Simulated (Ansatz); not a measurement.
Rows from a G0W0 calculation on BiPbO2I (I4mm) (Ansatz 0.2.0; G0W0 on LDA, plane waves, PAW; 6×6×6 mesh, 301 empty bands, screening to 110 eV, hard PAW files), in eV. Spin-orbit coupling is left out.

```csv
row,k,band,start,Σx,Σc at the solution,Vxc
A,Γ,v1,8.229,-17.157,1.936,-14.676
B,Γ,c2,12.956,-9.368,-4.020,-14.054
C,"(0.333, -0.333, 0.333)",v1,8.613,-17.555,1.876,-15.127
D,"(0.333, -0.333, 0.333)",c2,12.682,-10.943,-3.605,-15.305
E,Γ,c1,10.246,-9.741,-3.270,-13.533
F,"(0.333, -0.333, 0.333)",c1,11.883,-11.565,-3.626,-15.924
```

Work out each quasiparticle level and how far it moved.

The quasiparticle equation reads E = start + Σx + Σc(E) − Vxc.

```csv
row,E (eV),shift (eV)
A,7.684,−0.545
B,13.622,+0.666
C,8.060,−0.552
D,13.438,+0.756
E,10.768,+0.522
F,12.617,+0.734
```

Limits: not at the basis limit; no spin-orbit coupling.

[Paths, hosts, dates, memory and timing lines, banners, echoed tables and standing remarks are left out of the program output.]

[Logs are printed without paths, hosts, clocks, repeated set-up lines and the standing remarks that a program may print on its own settings, such as how far it seeks lower states.]

[Runs of the session that timed out or met a known fault of the program may be left out.]

[Cells called generated may have been cut or substituted from an entry of the Crystallography Open Database or the Materials Project.]

[Hosts, paths, dates, database ids (printed as entryN), source tags and the programs' standing remarks are cut or masked in the printed files.]
